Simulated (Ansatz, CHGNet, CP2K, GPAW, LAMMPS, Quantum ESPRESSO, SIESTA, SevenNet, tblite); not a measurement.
# GPAW runs on liquid Si0.5Ge0.5 at 2500 K (104 atoms)

Aim: run liquid Si0.5Ge0.5 at 2500 K (104 atoms) in GPAW and see how near its forces come to a plane-wave reference, and at what cost.

Main program and level: GPAW 26.7.0; the method is named at each step.

### 1. The structure

The cell holds 104 atoms: 52 Si and 52 Ge. Cell: a = 13.176 Å, b = 13.176 Å, c = 13.176 Å, α = 90.0°, β = 90.0°, γ = 90.0°. 104 atoms (52 Si, 52 Ge) placed at random at 3.8 g/cm³, melted at 3500 K for 10 ps at fixed volume with the Tersoff potential (Tersoff, Phys. Rev. B 39, 5566 (1989)). Snapshot at the end of a hold of 5 ps at 2500 K and fixed volume.

The yardstick, on the same geometry:

```
method                 : Kohn-Sham DFT, PBE, PAW, plane waves (Ansatz 0.2.0); cutoff 420 eV, Γ point, fermi-dirac smearing of 0.05 eV; PAW set soft_2
r.m.s. force component : 0.9841 eV/Å
longest force          : 4.721 eV/Å
pressure               : 1.237 GPa
SCF cycles             : 10
time                   : 30 s on 8 threads of Arm Neoverse V2, shared host
CPU time               : 3.8 min
```

### 2. PBE, LCAO dzp, h 0.2 Å

Method: Kohn-Sham DFT, PBE, PAW, atomic orbitals (dzp).

Input file run.py:

```python
import numpy as np
from ase.io import read
from gpaw import GPAW, FermiDirac

atoms = read("structure.xyz")
atoms.calc = GPAW(
    mode="lcao",
    basis="dzp",
    h=0.2,
    xc="PBE",
    kpts={"size": (1, 1, 1), "gamma": True},
    occupations=FermiDirac(0.05),
    maxiter=200,
    symmetry={"point_group": False},
    txt="gpaw.txt",
)
energy = atoms.get_potential_energy(force_consistent=True)
forces = atoms.get_forces()
print(f"energy {energy:.6f} eV")
print("forces (eV/A)")
for i, (a, f) in enumerate(zip(atoms, forces)):
    print(f"{i:4d} {a.symbol:2s} {f[0]:10.5f} {f[1]:10.5f} {f[2]:10.5f}")
print(f"Fermi level {atoms.calc.get_fermi_level():.4f} eV")
for k in range(len(atoms.calc.get_ibz_k_points())):
    for s in range(atoms.calc.get_number_of_spins()):
        e = atoms.calc.get_eigenvalues(kpt=k, spin=s)
        n = np.searchsorted(e, atoms.calc.get_fermi_level())
        print(f"k {k} spin {s} levels about the Fermi level:", np.round(e[max(n - 6, 0):n], 4).tolist(), "|", np.round(e[n:n + 6], 4).tolist())
```

Input file structure.xyz:

```xyz
104
Lattice="13.17580 0.00000 0.00000 0.00000 13.17580 0.00000 0.00000 0.00000 13.17580" Properties=species:S:1:pos:R:3 pbc="T T T"
Si 11.98444 7.52562 7.53050
Si 7.13759 10.10702 7.40388
Si 1.35987 5.70828 0.95432
Si 6.95155 8.54609 3.48039
Si 0.12148 6.64350 3.71215
Si 1.26659 3.81861 6.59620
Si 7.88453 11.94887 8.89235
Si 9.95181 7.94053 2.47969
Si 6.31648 10.00834 0.83732
Si 9.60713 5.12776 12.33163
Si 2.17572 3.37050 4.34472
Si 0.75128 9.53928 0.64785
Si 6.49422 3.58316 11.86191
Si 11.07439 12.39816 0.82322
Si 9.18696 7.33207 0.13769
Si 4.05551 0.94800 4.19939
Si 3.17221 9.29843 4.94962
Si 8.35873 0.23980 11.10878
Si 11.60972 6.12385 2.03882
Si 2.66454 0.70754 11.80394
Si 0.33770 0.28921 11.93280
Si 0.86973 12.33532 8.26057
Si 2.05569 1.76029 2.66270
Si 7.01928 6.45430 6.18472
Si 6.79133 4.21204 9.68514
Si 12.22846 10.60533 5.03092
Si 10.72326 10.23443 2.27889
Si 4.86345 3.46985 4.55382
Si 5.55834 0.65444 2.32724
Si 3.82441 6.79911 7.91931
Si 2.72844 4.74500 12.27958
Si 0.77157 8.55307 5.12934
Si 4.92063 5.04132 13.09358
Si 8.94479 7.04694 4.60178
Si 2.29905 2.08454 8.22842
Si 4.83051 7.14682 5.86270
Si 7.86450 1.85858 1.54249
Si 9.32570 10.80969 11.64148
Si 5.38640 7.18964 12.20448
Si 3.97659 9.04295 12.59317
Si 9.67986 11.23118 4.56937
Si 0.08274 1.05248 2.86495
Si 10.11348 1.54381 10.36408
Si 12.52623 11.83134 10.27001
Si 0.10159 11.85967 0.21015
Si 2.85902 12.92335 5.57969
Si 4.35302 5.86942 3.96934
Si 9.94931 3.28077 8.48825
Si 8.72172 0.06127 0.31082
Si 2.98603 11.83727 7.83104
Si 7.80416 1.63024 4.22983
Si 8.45886 8.55057 6.55114
Ge 0.79450 12.21963 3.82401
Ge 2.09693 9.73191 9.23597
Ge 6.93034 7.76621 1.06513
Ge 1.58623 8.48522 11.64398
[... 44 atom lines left out ...]
Ge 1.40177 6.06416 10.81312
Ge 4.62760 10.58412 10.84342
Ge 12.99345 7.45342 0.02635
Ge 11.17163 7.75343 9.65325
```

Run with:

```console
OMP_NUM_THREADS=1 python run.py > output.txt
```

The log of the run:

```text
energy -445.909806 eV
forces (eV/A)
   0 Si    0.44268   -2.14628   -1.33868
   1 Si   -1.54398    1.06732    0.80618
   2 Si    0.19091   -1.06792   -0.27911
   3 Si    0.03011   -1.42993    0.66834
   4 Si   -1.76364    0.80582    1.25145
   5 Si    0.42591   -0.64622    0.34337
   6 Si   -0.02518   -0.28151    0.42129
   7 Si   -0.07972   -0.47414   -0.02418
   8 Si    1.52173    1.01111   -0.54641
   9 Si    0.31025    0.39790    0.68481
  10 Si    0.76893    0.94155    0.15860
  11 Si    0.61355    1.62952    0.38402
  12 Si   -0.18706    0.46909    1.00968
  13 Si   -1.03077   -0.90796    0.36252
  14 Si    0.36526    0.59653    0.01006
  15 Si    0.98052    1.76351   -0.88616
  16 Si   -0.21312    0.85222    1.46676
  17 Si    0.46056   -1.26019   -1.00252
  18 Si    2.59899    4.46059   -0.17861
  19 Si   -0.18195    0.76829    0.80638
  20 Si   -0.09638    0.90975   -1.84678
  21 Si   -1.54336   -0.60337    0.48354
  22 Si    2.53913    1.45609    1.00127
  23 Si    0.22414   -0.18635    0.47793
[...]
96 Ge   -0.19586   -0.67579    0.92427
  97 Ge   -0.07674    0.14701   -1.68060
  98 Ge   -2.50415    0.19934   -0.07193
  99 Ge   -0.60200    1.58019   -1.51072
 100 Ge    0.37018   -0.01315   -1.39490
 101 Ge   -1.57991    1.51115   -0.23967
 102 Ge   -1.15582   -2.39355    0.45537
 103 Ge    0.50155   -0.69621    2.12013
Fermi level 5.3589 eV
k 0 spin 0 levels about the Fermi level: [5.1606, 5.1739, 5.2111, 5.2422, 5.2885, 5.3098] | [5.3813, 5.4307, 5.514, 5.5527, 5.6081, 5.6357]
```

gpaw.txt:

```text
Input parameters:
  mode=LCAO(),
  basis={'default': 'dzp'},
  h=0.2,
  kpts=MonkhorstPack(size=(1, 1, 1), gamma=True),
  maxiter=200,
  occupations=Occupations(name='fermi-dirac', width=0.05, fixmagmom=False),
  symmetry=Symmetry(point_group=False),
  xc=XC(name='PBE')
Unit cell  # Å
| periodic |         x |         y |         z |   lengths |    angles |
|----------|-----------|-----------|-----------|-----------|-----------|
|      yes | 13.175800 |  0.000000 |  0.000000 | 13.175800 | 90.000000 |
|      yes |  0.000000 | 13.175800 |  0.000000 | 13.175800 | 90.000000 |
|      yes |  0.000000 |  0.000000 | 13.175800 | 13.175800 | 90.000000 |
Number of symmetries: 1
Symmetry operations  # r_c * U_cc + t_c -> r_c
|   | kind |            matrix            |
|---|------|------------------------------|
| 0 |  E   |  1, 0, 0,  0, 1, 0,  0, 0, 1 |
BZ-sampling:
  Number of BZ points: 1
  Number of IBZ points: 1
  Monkhorst-Pack size: [1, 1, 1]
  Monkhorst-Pack shift: [0, 0, 0]
[... lines left out ...]
  Fermi-Dirac:
[... lines left out ...]
    Stencil: 6*3+1=19 point O(h^6) finite-difference Laplacian
xc functional:
  name: PBE with 2 nearest neighbor stencil
interpolation: tri-quintic # 5. degree polynomial
Initialization done in: 12.164 s
convergence criteria:
- Maximum [total energy] change in last 3 cyles: 0.0005 eV / valence electron
- Maximum integral of absolute [dens]ity change: 0.0001 electrons / valence electron
- Maximum integral of absolute [eigenst]ate change: 4e-08 eV^2 / valence electron
maximum number of iterations: 200
SCF iterations
|iter     |      energy | eigst |  dens |
|---------|-------------|-------|-------|
|iter:   1| -447.654697 |      c|       |
|iter:   2| -447.045147 |      c| -1.06 |
|iter:   3| -467.303078 |      c| -1.09 |
|iter:   4| -471.354749 |      c| -1.00 |
[...]
|iter:   8| -445.808048 |      c| -1.82 |
|iter:   9| -445.839172 |      c| -2.17 |
|iter:  10| -445.784526c|      c| -2.16 |
|iter:  11| -445.748020c|      c| -2.35 |
|iter:  12| -445.745132c|      c| -2.68 |
[...]
|iter:  17| -445.740619c|      c| -3.70 |
|iter:  18| -445.740629c|      c| -3.88 |
|iter:  19| -445.740532c|      c| -4.01c|
Converged in 19 steps
SCF loop duration: 344.041 s (18.107 s/step)
Energy contributions relative to reference atoms: (reference = -3379167.069342)
Energy contributions:
  Kinetic:        1036.629809
  Coulomb:        -917.249945
  Zero:             -0.505087
  External:          0.000000
  Xc:             -564.446034
  Entropy:          -0.338549
  Spinorbit:         0.000000
  ----------------------------
  Free energy:    -445.909806
  Extrapolated:   -445.740532
dipole moment: (7.788585, -80.301012, -51.934245)  # |e|*Ang
Fermi level: 5.359
Eigenvalues  # (at kpt = [0.000, 0.000, 0.000])
| band index |      eig [eV] | occ [0-2] |
|------------|---------------|-----------|
|          0 |        -7.422 |     2.000 |
|        ... |               |           |
|        200 |         5.048 |     1.996 |
|        201 |         5.095 |     1.990 |
[...]
|        215 |         5.719 |     0.002 |
|        ... |               |           |
|        253 |         7.402 |     0.000 |
Gap: 0.071 eV
Transition (v -> c):
  (s=0, k=0, n=207, [0.00, 0.00, 0.00]) -> (s=0, k=0, n=208, [0.00, 0.00, 0.00])
No difference between direct/indirect transitions
Force computation time: 42.757  # s
timing:  # [seconds]
  Total:  398.993  # ━━━━━━━━━━━━━━━━━━━━━━━━━━━━━━━━━━━━━━━━━━━━━━━━━━━━━━━━
  Init:    12.163  # ━╸
  SCF:    344.041  # ━━━━━━━━━━━━━━━━━━━━━━━━━━━━━━━━━━━━━━━━━━━━━━━━╸
  Forces:  42.757  # ━━━━━━
```

The job ended after 6.7 min (1 thread of Arm Neoverse V2, shared host; peak memory 2.1 GiB).

Banners, paths, timers and routine set-up lines are dropped from the logs unmarked, and long logs keep their key lines alone; longer cuts are marked.

Numbers from this run, and their distance from the reference:

| Property | Result |
| --- | --- |
| r.m.s. force component | 1.082 eV/Å |
| r.m.s. difference of force components | 110.5 meV/Å |
| longest difference of force vectors | 447.4 meV/Å |
| force difference over r.m.s. force | 11.23 % |
| slope of forces against the reference's | 1.098 |
| correlation of force components | 0.9988 |

Length of the force difference by element (eV/Å):

```csv
element,atoms,mean,most
Ge,52,0.19,0.44
Si,52,0.15,0.45
```

A closer look about Ge103, which has 6 bonded neighbours where the commonest count for Ge is 4: 10 atoms, nearest first, numbered in the order of the input, with positions taken from that point.

```csv
atom,x,y,z,distance (Å),bonds,Fx,Fy,Fz (eV/Å)
Ge103,0.00,0.00,0.00,0.00,6,-1.16,-2.39,0.46
Si12,0.93,2.09,0.62,2.37,5,0.61,1.63,0.38
Si3,1.54,-1.75,0.93,2.51,4,0.19,-1.07,-0.28
Ge56,1.77,1.03,-1.56,2.57,6,1.08,0.70,-1.22
Ge71,-2.05,1.80,-0.10,2.74,5,-1.01,0.37,-0.63
Ge67,-0.82,-1.87,-1.84,2.75,5,-0.72,0.16,0.08
Si19,-1.38,-1.33,2.01,2.78,5,2.60,4.46,-0.18
Ge83,-0.53,2.19,-2.24,3.17,4,-0.39,-1.15,0.25
Ge101,1.58,-1.39,-2.39,3.19,4,0.37,-0.01,-1.39
Ge81,-0.16,1.67,2.79,3.25,5,0.42,-0.17,0.41
```

Atoms are counted from 1 here, from 0 in the log.

Forces lie 11 % from the reference's, at 1.8 times its CPU time (on 1 against 8 cores).

### 3. PBE, plane waves 350 eV

Method: Kohn-Sham DFT, PBE, PAW, plane waves.

Edit run.py of step 2 so:

```diff
@@ -2,3 +2,4 @@
 from ase.io import read
-from gpaw import GPAW, FermiDirac
+from gpaw import GPAW, FermiDirac, PW
+from ase.parallel import parprint as print
 
@@ -6,5 +7,3 @@
 atoms.calc = GPAW(
-    mode="lcao",
-    basis="dzp",
-    h=0.2,
+    mode=PW(350),
     xc="PBE",
@@ -14,2 +13,3 @@
     symmetry={"point_group": False},
+    nbands=548,
     txt="gpaw.txt",
@@ -22,2 +22,6 @@
     print(f"{i:4d} {a.symbol:2s} {f[0]:10.5f} {f[1]:10.5f} {f[2]:10.5f}")
+stress = -atoms.get_stress(voigt=False) * 160.21766
+print("stress (GPa, compression positive)")
+for row in stress:
+    print(" ".join(f"{x:10.4f}" for x in row))
 print(f"Fermi level {atoms.calc.get_fermi_level():.4f} eV")
```

structure.xyz is that of step 2.

Run with:

```console
OMP_NUM_THREADS=1 mpirun -np 4 gpaw python run.py > output.txt
```

The log of the run:

```text
energy -458.687269 eV
forces (eV/A)
   0 Si    0.40086   -1.99570   -1.27491
   1 Si   -1.46066    1.01236    0.80048
   2 Si    0.14833   -1.00382   -0.28122
   3 Si    0.01206   -1.32827    0.59286
   4 Si   -1.66221    0.81178    1.15692
   5 Si    0.45871   -0.65478    0.34546
   6 Si   -0.00165   -0.24821    0.32126
   7 Si   -0.03759   -0.44939   -0.06526
   8 Si    1.43848    0.92548   -0.50688
   9 Si    0.29092    0.35620    0.66038
  10 Si    0.77051    0.90779    0.13458
  11 Si    0.52507    1.55239    0.31255
[...]
99 Ge   -0.55057    1.53651   -1.46373
 100 Ge    0.32129   -0.00027   -1.23391
 101 Ge   -1.44265    1.34195   -0.23637
 102 Ge   -1.04225   -2.29073    0.38576
 103 Ge    0.37992   -0.54565    1.94404
stress (GPa, compression positive)
    1.4636    -0.0349    -0.1499
   -0.0349     1.6235    -1.0721
   -0.1499    -1.0721     1.5270
Fermi level 5.3233 eV
k 0 spin 0 levels about the Fermi level: [5.1275, 5.1423, 5.1789, 5.2074, 5.2531, 5.2717] | [5.344, 5.3989, 5.4789, 5.5174, 5.5641, 5.596]
```

gpaw.txt:

```text
Input parameters:
  mode=PW(ecut=350.0),
  kpts=MonkhorstPack(size=(1, 1, 1), gamma=True),
  maxiter=200,
  nbands=548,
  occupations=Occupations(name='fermi-dirac', width=0.05, fixmagmom=False),
  symmetry=Symmetry(point_group=False),
  xc=XC(name='PBE')
[... lines left out ...]
  Converge bands: occupied
[... lines left out ...]
  Fermi-Dirac:
[... lines left out ...]
convergence criteria:
- Maximum [total energy] change in last 3 cyles: 0.0005 eV / valence electron
[... lines left out ...]
Converged in 25 steps
[... lines left out ...]
  Free energy:    -458.687269
[... lines left out ...]
Fermi level: 5.323
[... lines left out ...]
|------------|---------------|-----------|
|          0 |        -7.385 |     2.000 |
|        ... |               |           |
|        200 |         5.018 |     1.996 |
|        201 |         5.063 |     1.989 |
[...]
|        ... |               |           |
[...]
Gap: 0.072 eV
Transition (v -> c):
  (s=0, k=0, n=207, [0.00, 0.00, 0.00]) -> (s=0, k=0, n=208, [0.00, 0.00, 0.00])
No difference between direct/indirect transitions
Force computation time: 4.216  # s
Stress tensor  # eV/Ang^3
|         x |         y |         z |
|-----------|-----------|-----------|
[...]
|  0.000218 | -0.010133 |  0.006692 |
|  0.000936 |  0.006692 | -0.009531 |
Stress computation time: 18.441  # s
```

Run time: 4.6 min. Hardware: 4 MPI ranks; peak memory 2.6 GiB.

Compared with the plane-wave run:

```yaml
r_m_s_force_component: 1.018 eV/Å
r_m_s_difference_of_force_components: 40.12 meV/Å
longest_difference_of_force_vectors: 215.2 meV/Å
force_difference_over_r_m_s_force: 4.077 %
slope_of_forces_against_the_reference_s: 1.034
correlation_of_force_components: 0.9998
pressure: 1.538 GPa
pressure_difference: 0.3011 GPa
```

Against the first run (11 %), the force difference from the reference is 4.1 %, at 2.8 times the CPU time (on 4 against 1 cores).

The run ends at a pressure of 1.54 GPa, with forces up to 4.9 eV/Å.

### 4. PBE, LCAO szp(dzp), h 0.2 Å

Method: Kohn-Sham DFT, PBE, PAW, atomic orbitals (szp(dzp)).

Edit run.py of step 3 so:

```diff
@@ -2,4 +2,3 @@
 from ase.io import read
-from gpaw import GPAW, FermiDirac, PW
-from ase.parallel import parprint as print
+from gpaw import GPAW, FermiDirac
 
@@ -7,3 +6,5 @@
 atoms.calc = GPAW(
-    mode=PW(350),
+    mode="lcao",
+    basis="szp(dzp)",
+    h=0.2,
     xc="PBE",
@@ -13,3 +14,2 @@
     symmetry={"point_group": False},
-    nbands=548,
     txt="gpaw.txt",
@@ -22,6 +22,2 @@
     print(f"{i:4d} {a.symbol:2s} {f[0]:10.5f} {f[1]:10.5f} {f[2]:10.5f}")
-stress = -atoms.get_stress(voigt=False) * 160.21766
-print("stress (GPa, compression positive)")
-for row in stress:
-    print(" ".join(f"{x:10.4f}" for x in row))
 print(f"Fermi level {atoms.calc.get_fermi_level():.4f} eV")
```

structure.xyz is that of step 3.

Run with:

```console
OMP_NUM_THREADS=1 python run.py > output.txt
```

The log of the run:

```text
energy -429.818997 eV
forces (eV/A)
   0 Si    0.42816   -2.44506   -1.44956
   1 Si   -1.67765    1.11406    0.85628
   2 Si    0.22034   -0.99422   -0.28035
   3 Si    0.02475   -1.64994    0.82563
   4 Si   -2.02142    0.75430    1.37089
   5 Si    0.33119   -0.54463    0.25666
   6 Si   -0.06751   -0.37762    0.64393
   7 Si   -0.12449   -0.52008    0.07431
   8 Si    1.65717    1.15456   -0.61547
   9 Si    0.35030    0.38491    0.82192
  10 Si    0.66942    0.91864    0.15669
  11 Si    0.73043    1.66184    0.49939
[...]
99 Ge   -0.64871    1.74377   -1.68698
 100 Ge    0.41912    0.11465   -1.72014
 101 Ge   -1.76473    1.78886   -0.30181
 102 Ge   -1.36683   -2.57656    0.52154
 103 Ge    0.59975   -0.83522    2.53010
Fermi level 5.2616 eV
k 0 spin 0 levels about the Fermi level: [5.0446, 5.0689, 5.1029, 5.1426, 5.1937, 5.2197] | [5.29, 5.322, 5.4139, 5.4468, 5.5231, 5.5429]
```

gpaw.txt:

```text
Input parameters:
  mode=LCAO(),
  basis={'default': 'szp(dzp)'},
  h=0.2,
  kpts=MonkhorstPack(size=(1, 1, 1), gamma=True),
  maxiter=200,
  occupations=Occupations(name='fermi-dirac', width=0.05, fixmagmom=False),
  symmetry=Symmetry(point_group=False),
  xc=XC(name='PBE')
[... lines left out ...]
  Fermi-Dirac:
[... lines left out ...]
convergence criteria:
- Maximum [total energy] change in last 3 cyles: 0.0005 eV / valence electron
[... lines left out ...]
Converged in 19 steps
[... lines left out ...]
  Free energy:    -429.818997
[... lines left out ...]
Fermi level: 5.262
[... lines left out ...]
|          0 |        -7.599 |     2.000 |
|        ... |               |           |
|        200 |         4.938 |     1.997 |
|        201 |         4.994 |     1.991 |
[...]
|        215 |         5.620 |     0.002 |
|        ... |               |           |
|        253 |         7.389 |     0.000 |
Gap: 0.070 eV
Transition (v -> c):
  (s=0, k=0, n=207, [0.00, 0.00, 0.00]) -> (s=0, k=0, n=208, [0.00, 0.00, 0.00])
No difference between direct/indirect transitions
Force computation time: 28.955  # s
timing:  # [seconds]
  Total:  294.751  # ━━━━━━━━━━━━━━━━━━━━━━━━━━━━━━━━━━━━━━━━━━━━━━━━━━━━━━━━
  Init:    10.944  # ━━
  SCF:    254.819  # ━━━━━━━━━━━━━━━━━━━━━━━━━━━━━━━━━━━━━━━━━━━━━━━━╸
  Forces:  28.956  # ━━━━━╸
```

Run time: 4.9 min. Hardware: 1 thread; peak memory 2 GiB.

Compared with the plane-wave run:

* r.m.s. force component: 1.189 eV/Å
* r.m.s. difference of force components: 242.7 meV/Å
* longest difference of force vectors: 888.2 meV/Å
* force difference over r.m.s. force: 24.66 %
* slope of forces against the reference's: 1.2
* correlation of force components: 0.9928

This is a coarse setting, run to see what it loses.

Against the first run (11 %), the force difference from the reference is 25 %, at 0.74 times the CPU time, with 936 basis functions against 1352: the smaller basis costs accuracy.

[end of part 1 of 2]

[Also dropped from logs without a mark: logging warnings of Python, and SIESTA's first energy breakdown and zero terms.]

[Logs are printed without paths, hosts, clocks, repeated set-up lines and the standing remarks that a program may print on its own settings, such as how far it seeks lower states.]

[Hosts, paths, dates, database ids (printed as entryN), source tags and the programs' standing remarks are cut or masked in the printed files.]
